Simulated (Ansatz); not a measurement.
# What NaMgF3 (Neighborite, Pm-3m) distorts into, part 2 of 3

Aim: this structure of NaMgF3 (Neighborite, Pm-3m) is to be tested for unstable modes, and one is followed downhill.

Ansatz 0.2.0; DFT PBEsol, scalar-relativistic, plane waves, PAW; PAW set soft_1.

So far, highest frequency on the path or at a solved wavevector (cm⁻¹): step 2 (response at finite wavevector) 624. Also lowest frequency on the path (cm⁻¹): step 2 -123.

The database entry behind the starting cell lists a temperature of 1273 K, so it need not match the best structure at ambient conditions.

### Step 4. The mode frozen in, largest atomic shift 0.45 Å

The atoms are moved along the unstable eigenvector, the largest shift by 0.45 Å, with the cell fixed.

input.yaml reads:

```yaml
crystal:
  lattice:
    - [-3.9078370852, 0.0, 0.0]
    - [0.0, -3.9078370852, -3.9078370852]
    - [0.0, -3.9078370852, 3.9078370852]
  atoms:
    - { symbol: Na, position: [1.0, 0.0, 0.0] }
    - { symbol: Na, position: [1.0, 0.5, 0.5] }
    - { symbol: Mg, position: [0.5, 0.0, 0.5] }
    - { symbol: Mg, position: [0.5, 0.5, 0.0] }
    - { symbol: F, position: [0.5, 0.192423393, 0.192423393] }
    - { symbol: F, position: [0.5, 0.807576607, 0.807576607] }
    - { symbol: F, position: [0.0, 0.0, 0.5] }
    - { symbol: F, position: [0.0, 0.5, 0.0] }
    - { symbol: F, position: [0.5, 0.692423393, 0.307576607] }
    - { symbol: F, position: [0.5, 0.307576607, 0.692423393] }
kpoints:
  mp_grid: { grid: [6, 4, 4] }
hamiltonian:
  xc: pbesol
  pseudopotentials: { kind: paw, azcp: { folder: soft_1 }, xc_functional: pbe }
scf:
  occupations: { method: gaussian, width: 0.02 }
output:
  forces: true
  stress: true
  eigenvalues: true
```

Started as:

```sh
$ ansatz run input.yaml --threads 4 --pin off --max-ram 10240MiB --backend cpu --events-out ev --progress --plain --runs-dir out
```

Numbers of over 12 decimals in the logs are rounded to 6 here.

The program printed:

```text
[...]
Crystal: 10 atoms, lattice volume = 119.355 Å³
Basis set: ecut = 420 eV, 2369 PW (Γ), exchange–correlation on 54×80×80 points (8 copies of the dense FFT grid, shifted against one another)
Bands: 50, of which v1, the nominal top of the filled ones, is band 40 counted from 1 (39 counted from 0)
Symmetry: 16 space group operations
[...]
k-points: 24 of 96
[...]
k-point 0: bands = [... 36 lower, 1.0525, 1.1335, 1.2714, 1.2714, 7.6996, 12.6921, 12.6921, 12.7516, ... 4 higher]
  k-point 1: bands = [... 36 lower, 0.9115, 1.0021, 1.2262, 1.2556, 8.2303, 11.1800, 12.8929, 13.4928, ... 4 higher]
  k-point 2: bands = [... 36 lower, 0.8660, 0.8660, 1.2449, 1.2449, 9.5328, 9.5328, 13.4630, 13.4630, ... 4 higher]
  k-point 23: bands = [... 36 lower, 0.9403, 0.9403, 1.4629, 1.4629, 12.4055, 12.4055, 12.5192, 12.5192, ... 4 higher]
[key lines of the parts left out:]
SCF converged after 9 iterations
Free energy (F): -11593.843475 eV
Fermi energy:    4.607174 eV
P = ⅓ Tr σ = -1.9733 GPa (-19.733 kbar)
```

Run time: 1.8 s. Hardware: 4 threads of Intel Xeon Platinum 8488C (Sapphire Rapids), shared host; peak memory 0.6 GiB; 6.2 s of CPU time.

This step gave:

| Quantity | Value |
| --- | --- |
| pressure | -1.973 GPa |
| gap on the k-mesh | 6.185 eV |
| energy from the undistorted cell | -22.51 meV/atom |

The energy, extrapolated to zero smearing, is -22.51 meV/atom against the undistorted cell.

The run ends at a pressure of -1.97 GPa, with forces up to 0.044 eV/Å.

### Step 5. Energy along the mode, all amplitudes (two of the runs are shown above)

An imaginary frequency means negative curvature, so the energy should fall and then rise again as anharmonic terms take over.

This step gave:

| Property | Result |
| --- | --- |
| depth at the lowest point sampled | 22.51 meV/atom |
| largest atomic shift at that point | 0.45 Å |

Energy from the parent against largest atomic shift:

| largest atomic shift (Å) | energy from the parent (meV/atom) |
| --- | --- |
| 0.000 | 0 |
| 0.040 | -0.331 |
| 0.080 | -1.31 |
| 0.140 | -3.88 |
| 0.220 | -8.89 |
| 0.320 | -16.1 |
| 0.450 | -22.5 |
| 0.600 | -14.7 |

Displacement at unit largest shift by atom:

| atom | x (Å) | y (Å) | z (Å) | size |
| --- | --- | --- | --- | --- |
| Na1 | 0.00 | 0.00 | 0.00 | 0.00 |
| Na2 | 0.00 | 0.00 | 0.00 | 0.00 |
| Mg3 | 0.00 | 0.00 | 0.00 | 0.00 |
| Mg4 | 0.00 | 0.00 | 0.00 | 0.00 |
| F5 | 0.00 | 1.00 | 0.00 | 1.00 |
| F6 | 0.00 | -1.00 | 0.00 | 1.00 |
| F7 | 0.00 | 0.00 | 0.00 | 0.00 |
| F8 | 0.00 | 0.00 | 0.00 | 0.00 |
| F9 | 0.00 | 0.00 | 1.00 | 1.00 |
| F10 | 0.00 | 0.00 | -1.00 | 1.00 |

The lowest of the steps tried is at 0.45 Å, 22.5 meV/atom below the parent; the bottom of the well need not coincide with a step.

### Step 6. Relaxing from the distorted cell

Starting from the lowest point found, all atoms and the cell are let go, so that strain and other modes of the same symmetry can join in.

Changes to input.yaml since step 4:

```diff
@@ -22,3 +22,3 @@
 scf:
-  occupations: { method: gaussian, width: 0.02 }
+  occupations: { method: fixed }
 output:
@@ -27 +27,6 @@
   eigenvalues: true
+relax:
+  adjacent_minimum: "off"
+  f_tol: 0.002
+  max_steps: 120
+  cell: { stress_tol: 0.03 }
```

The program printed:

```text
[...]
Crystal: 10 atoms, lattice volume = 119.355 Å³
Basis set: ecut = 420 eV, 2369 PW (Γ), exchange–correlation on 54×80×80 points (8 copies of the dense FFT grid, shifted against one another)
Bands: 50, of which v1, the nominal top of the filled ones, is band 40 counted from 1 (39 counted from 0)
Symmetry: 16 space group operations
[...]
k-points: 24 of 96
[...]
SCF iter   1: F=—  HF=-11600.999177 eV  |F-HF|=—  |Δ(HF+E_count)|=         —  Δρ=1.52e-1  dr2=1.87e1  ethr=3.10e-3  ⟨swp⟩=4.9  Hψ=4375  notcnv=0  defer=181
[...]
SCF iter   9: F=-11593.843475 eV  HF=-11593.843475 eV  |F-HF|=3.14e-8  |Δ(HF+E_count)|=   1.24e-6  Δρ=7.13e-6  dr2=5.33e-8  ethr=1.25e-10  ⟨swp⟩=12.1  Hψ=7493  notcnv=0
SCF 1 converged in 9 iterations: F = -11593.843475 eV  dr2 = 5.33e-8
[...]
relax step   1: F+E_penalty+E_count = -11593.84347511 eV  Δ(F+E_penalty+E_count) = +0.000e0 eV  max|allowed force component| = 4.356e-2 eV/Å  Δτ_max = 0.0000 Å  P = -1.973 GPa  Ω = 119.355 Å³  (9 SCF iters, dr2 threshold 1.00e-7 eV, accepted)
Crystal: 10 atoms, lattice volume = 117.802 Å³
Basis set: ecut = 420 eV, 2337 PW (Γ), exchange–correlation on 54×80×80 points (8 copies of the dense FFT grid, shifted against one another)
[...]
iter 1 solved again at ethr=3.56e-6 eV; its pass at ethr=3.10e-3 eV (dr2=2.84e-3 eV) is discarded
[...]
SCF iter   5: F=-11593.869203 eV  HF=-11593.869203 eV  |F-HF|=1.11e-7  |Δ(HF+E_count)|=   9.30e-7  Δρ=3.11e-5  dr2=7.49e-7  ethr=1.25e-9  ⟨swp⟩=9.6  Hψ=6538  notcnv=0
SCF 2 converged in 5 iterations: F = -11593.869203 eV  dr2 = 7.49e-7
relax step   2: F+E_penalty+E_count = -11593.86920297 eV  Δ(F+E_penalty+E_count) = -2.573e-2 eV  max|allowed force component| = 3.249e-2 eV/Å  Δτ_max = 0.0182 Å  P = -1.176 GPa  Ω = 117.802 Å³  energy of the carried Pulay correction = +3.547e-3 eV  (5 SCF iters, dr2 threshold 1.00e-6 eV, accepted)
Crystal: 10 atoms, lattice volume = 115.262 Å³
Basis set: ecut = 420 eV, 2265 PW (Γ), exchange–correlation on 54×80×80 points (8 copies of the dense FFT grid, shifted against one another)
[...]
SCF iter   6: F=-11593.890319 eV  HF=-11593.890319 eV  |F-HF|=4.15e-8  |Δ(HF+E_count)|=   5.67e-7  Δρ=2.56e-5  dr2=3.30e-7  ethr=1.25e-9  ⟨swp⟩=10.7  Hψ=6040  notcnv=0
SCF 3 converged in 6 iterations: F = -11593.890319 eV  dr2 = 3.30e-7
relax step   3: F+E_penalty+E_count = -11593.89031928 eV  Δ(F+E_penalty+E_count) = -2.112e-2 eV  max|allowed force component| = 7.449e-3 eV/Å  Δτ_max = 0.0385 Å  P = +0.135 GPa  Ω = 115.262 Å³  energy of the carried Pulay correction = +9.448e-3 eV  (6 SCF iters, dr2 threshold 1.00e-6 eV, accepted)
[...]
relax step   4: F+E_penalty+E_count = -11593.88994795 eV  Δ(F+E_penalty+E_count) = +3.713e-4 eV  max|allowed force component| = 1.395e-3 eV/Å  Δτ_max = 0.0035 Å  P = +0.003 GPa  Ω = 115.488 Å³  energy of the carried Pulay correction = +8.918e-3 eV  (5 SCF iters, dr2 threshold 1.18e-7 eV, accepted)
[...]
relax step   5: F+E_penalty+E_count = -11593.88996684 eV  Δ(F+E_penalty+E_count) = -1.890e-5 eV  max|allowed force component| = 5.919e-4 eV/Å  Δτ_max = 0.0006 Å  P = +0.006 GPa  Ω = 115.483 Å³  energy of the carried Pulay correction = +8.929e-3 eV  (5 SCF iters, dr2 threshold 5.12e-9 eV, accepted)
[...]
relax step   6: F+E_penalty+E_count = -11593.88353619 eV  Δ(F+E_penalty+E_count) = +6.431e-3 eV  max|allowed force component| = 4.818e-4 eV/Å  Δτ_max = 0.0000 Å  P = -0.128 GPa  Ω = 115.483 Å³  stress off target by 1.60e-1 GPa  SCF on the basis re-selected at this cell (its energy is not comparable with the rows above)  (7 SCF iters)
[...]
relax step   7: F+E_penalty+E_count = -11593.88414020 eV  Δ(F+E_penalty+E_count) = -6.040e-4 eV  max|allowed force component| = 4.081e-4 eV/Å  Δτ_max = 0.0016 Å  P = +0.001 GPa  Ω = 115.270 Å³  energy of the carried Pulay correction = +4.924e-4 eV  (5 SCF iters, dr2 threshold 6.37e-8 eV, accepted)
[...]
SCF iter   6: F=-11593.883614 eV  HF=-11593.883614 eV  |F-HF|=3.64e-12  |Δ(HF+E_count)|=  1.82e-11  Δρ=2.04e-7  dr2=2.57e-11  ethr=1.00e-12  ⟨swp⟩=12.4  Hψ=6418  notcnv=0
SCF 8 converged in 6 iterations: F = -11593.883614 eV  dr2 = 2.57e-11
relax step   8: F+E_penalty+E_count = -11593.88361372 eV  Δ(F+E_penalty+E_count) = +5.265e-4 eV  max|allowed force component| = 4.110e-4 eV/Å  Δτ_max = 0.0000 Å  P = -0.005 GPa  Ω = 115.270 Å³  stress off target by 7.05e-3 GPa  SCF on the basis re-selected at this cell (its energy is not comparable with the rows above)  (6 SCF iters)
[...]
SCF converged after 6 iterations
Free energy (F): -11593.883614 eV
[...]
Internal energy: -11593.883614 eV  (E = F + TS)
E sigma→0 (E₀):  -11593.883614 eV
Fermi energy:    1.792263 eV
[...]
--- Forces (eV/Å), atoms counted from 1 ---
  atom   1  Na     0.00000000     0.00000000     0.00000000
  atom   2  Na     0.00000000     0.00000000     0.00000000
  atom   3  Mg    -0.00000000     0.00000000     0.00000000
  atom   4  Mg     0.00000000     0.00000000     0.00000000
  atom   5  F     -0.00000000     0.00041102     0.00000000
  atom   6  F      0.00000000    -0.00041102    -0.00000000
  atom   7  F     -0.00000000    -0.00000000    -0.00000000
  atom   8  F     -0.00000000    -0.00000000     0.00000000
  atom   9  F      0.00000000     0.00000000     0.00041102
  atom  10  F     -0.00000000    -0.00000000    -0.00041102
  max |Σ_I F_I| component: 3.25e-19 eV/Å
--- Stress (GPa, compression-positive) ---
       -0.000567       0.000000      -0.000000
        0.000000      -0.007047      -0.000000
       -0.000000      -0.000000      -0.007047
  P = ⅓ Tr σ = -0.0049 GPa (-0.049 kbar)
--- Band table (eV; the first three rows and the last of 24) ---
  k-point 0: bands = [... 36 lower, 1.3111, 1.3239, 1.6282, 1.6282, 8.1707, 13.2560, 13.2560, 13.4356, ... 6 higher]
  k-point 1: bands = [... 36 lower, 1.1874, 1.2709, 1.5091, 1.6050, 8.7194, 11.7531, 13.4413, 14.1416, ... 6 higher]
  k-point 2: bands = [... 36 lower, 1.1279, 1.1279, 1.5650, 1.5650, 10.0616, 10.0616, 13.9772, 13.9772, ... 6 higher]
  k-point 23: bands = [... 36 lower, 1.3085, 1.3085, 1.7211, 1.7211, 12.7745, 12.7745, 13.0714, 13.0714, ... 6 higher]
--- Relaxed structure (6 steps of the walk, 6 accepted, 2 SCFs on fresh bases) ---
  F+E_penalty+E_count = -11593.88361372 eV   max|allowed force component| = 4.110e-4 eV/Å   (the final SCF, on the basis selected at the relaxed cell)
  cell:  # Å, volume = 115.2700 Å³
    - [-3.919149, 0, 0]
    - [0, -3.834840, -3.834840]
    - [0, -3.834840, 3.834840]
  atoms:
    - { symbol: Na, position: [1.000000, -2.2195442621529155e-19, 0] }
    - { symbol: Na, position: [1.000000, 0.5, 0.5] }
    - { symbol: Mg, position: [0.500000, 0.0, 0.5] }
    - { symbol: Mg, position: [0.500000, 0.5, 0.0] }
    - { symbol: F, position: [0.500000, 0.185483, 0.185483] }
    - { symbol: F, position: [0.500000, 0.814517, 0.814517] }
    - { symbol: F, position: [0, 0.0, 0.5] }
    - { symbol: F, position: [0, 0.5, 0.0] }
    - { symbol: F, position: [0.500000, 0.685483, 0.314517] }
    - { symbol: F, position: [0.500000, 0.314517, 0.685483] }
```

Wall time 17 s (4 threads); peak memory 0.64 GiB.

Relaxation path:

| step | energy less that of the first step (eV) | largest force component (eV/Å) | pressure (GPa) | volume (Å³) |
| --- | --- | --- | --- | --- |
| 1 | 0.0000 | 0.0436 | -1.97 | 119.35 |
| 2 | -0.0257 | 0.0325 | -1.18 | 117.80 |
| 3 | -0.0468 | 0.0074 | 0.14 | 115.26 |
| 4 | -0.0465 | 0.0014 | 0.00 | 115.49 |
| 5 | -0.0465 | 0.0006 | 0.01 | 115.48 |
| 6* | -0.0401 | 0.0005 | -0.13 | 115.48 |
| 7 | -0.0407 | 0.0004 | 0.00 | 115.27 |
| 8* | -0.0401 | 0.0004 | 0.00 | 115.27 |

Relaxation steps marked * repeat the geometry before them on a plane-wave basis chosen anew for their cell, so energy and pressure can jump there.

The run keeps the 16 symmetry operations that it works with, so distortions that break them were not tested.

| cell as run | before | after | change |
| --- | --- | --- | --- |
| a (Å) | 3.908 | 3.919 | +0.3 % |
| b (Å) | 5.527 | 5.423 | -1.9 % |
| c (Å) | 5.527 | 5.423 | -1.9 % |
| volume (Å³/atom) | 11.94 | 11.53 | -3.4 % |

The atoms that moved most (Å, as changes of fractional coordinates times the final cell):

| atom | dx | dy | dz | length |
| --- | --- | --- | --- | --- |
| F6 | 0.000 | -0.053 | 0.000 | 0.053 |
| F5 | 0.000 | 0.053 | 0.000 | 0.053 |
| F9 | 0.000 | 0.000 | 0.053 | 0.053 |
| F10 | 0.000 | 0.000 | -0.053 | 0.053 |

This step gave:

```
pressure          : -0.004887 GPa
gap on the k-mesh : 6.378 eV
volume per atom   : 11.53 Å³
```

The distorted start has space group P4/mbm; the relaxation ends in P4/mbm.

### Step 7. The new phase in its own primitive cell

The relaxed structure is symmetrised, reduced to its primitive cell and relaxed tightly, as its phonons need.

input.yaml reads:

```yaml
crystal:
  lattice:
    - [5.4232829547, 0.0, 0.0]
    - [0.0, 5.4232829547, 0.0]
    - [0.0, 0.0, 3.9191486748]
  atoms:
    - { symbol: Na, position: [0.0, 0.5, 0.0] }
    - { symbol: Na, position: [0.5, 0.0, 0.0] }
    - { symbol: Mg, position: [0.0, 0.0, 0.5] }
    - { symbol: Mg, position: [0.5, 0.5, 0.5] }
    - { symbol: F, position: [0.1854830231, 0.6854830231, 0.5] }
    - { symbol: F, position: [0.8145169769, 0.3145169769, 0.5] }
    - { symbol: F, position: [0.0, 0.0, 0.0] }
    - { symbol: F, position: [0.5, 0.5, 0.0] }
    - { symbol: F, position: [0.6854830231, 0.8145169769, 0.5] }
    - { symbol: F, position: [0.3145169769, 0.1854830231, 0.5] }
kpoints:
  mp_grid: { grid: [4, 4, 6] }
hamiltonian:
  xc: pbesol
  pseudopotentials: { kind: paw, azcp: { folder: soft_1 }, xc_functional: pbe }
scf:
  occupations: { method: fixed }
output:
  forces: true
  stress: true
  eigenvalues: true
relax:
  adjacent_minimum: "off"
  f_tol: 0.001
  max_steps: 60
  cell: { stress_tol: 0.01 }
```

The program printed:

```text
[...]
Crystal: 10 atoms, lattice volume = 115.270 Å³
Basis set: ecut = 420 eV, 2265 PW (Γ), exchange–correlation on 80×80×54 points (8 copies of the dense FFT grid, shifted against one another)
Bands: 50, of which v1, the nominal top of the filled ones, is band 40 counted from 1 (39 counted from 0)
Symmetry: 16 space group operations
[...]
k-points: 24 of 96
[...]
- { symbol: Na, position: [0.5, 0.0, 0.0] }
    - { symbol: Mg, position: [0.0, 0.0, 0.5] }
    - { symbol: Mg, position: [0.5, 0.5, 0.5] }
    - { symbol: F, position: [0.1854830231, 0.6854830231, 0.5] }
    - { symbol: F, position: [0.8145169769, 0.3145169769, 0.5] }
    - { symbol: F, position: [0.0, 0.0, 0.0] }
    - { symbol: F, position: [0.5, 0.5, 0.0] }
    - { symbol: F, position: [0.6854830231, 0.8145169769, 0.5] }
    - { symbol: F, position: [0.3145169769, 0.1854830231, 0.5] }
[key lines of the parts left out:]
SCF converged after 10 iterations
Free energy (F): -11593.883614 eV
Fermi energy:    1.792266 eV
P = ⅓ Tr σ = -0.0049 GPa (-0.049 kbar)
```

Run time: 4.3 s. Hardware: 4 threads; peak memory 0.62 GiB; 15 s of CPU time.

Little changed from the start: no atom moved by 0.005 Å and no cell edge by 0.1 %.

A gap read on the k-mesh alone can miss the band edges.

This step gave:

* pressure: -0.004878 GPa
* direct gap on mesh: 6.542 eV

The largest force component left is 0.29 meV/Å and the pressure is -0.005 GPa, within the tolerances set. The cell now holds 11.53 Å³/atom.

(Part 2 of 3 ends here.)

[Logs are printed without paths, hosts, clocks, repeated set-up lines and the standing remarks that a program may print on its own settings, such as how far it seeks lower states.]

[Hosts, paths, dates, database ids (printed as entryN), source tags and the programs' standing remarks are cut or masked in the printed files.]
